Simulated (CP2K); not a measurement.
Two runs for the S L₂,₃ edge of hydrogen sulfide. Run A: CP2K XAS_TDP, all-electron GAPW, PBEh(45%), aug-cc-pVTZ, TDA, ZORA, spin–orbit coupling. Run B differs in one setting.

First lines with a strength over 0.0003. A:

| atom | energy (eV) | states | strength, one atom |
| --- | --- | --- | --- |
| S1 (bonded to 2 H) | 162.33 | 1 | 0.0006 |
|  | 162.66 | 1 | 0.0027 |
|  | 162.90 | 1 | 0.0025 |
|  | 163.16 | 2 | 0.0003 |
|  | 163.50 | 1 | 0.0050 |

B:

| atom | energy (eV) | states | strength, one atom |
| --- | --- | --- | --- |
| S1 (bonded to 2 H) | 165.02 | 1 | 0.0006 |
|  | 165.37 | 1 | 0.0027 |
|  | 165.61 | 1 | 0.0026 |
|  | 166.20 | 1 | 0.0048 |
|  | 166.22 | 1 | 0.0013 |

Which was it: GW2X switched on, the functional, the basis?

GW2X switched on. GW2X shifts the lines nearly together; each 2p level gets its own shift. The lowest line over the strength cut lies at 165.02 eV, against 162.33 eV (PBEh(45%), aug-cc-pVTZ).

[Hosts, paths, dates, database ids (printed as entryN), source tags and the programs' standing remarks are cut or masked in the printed files.]
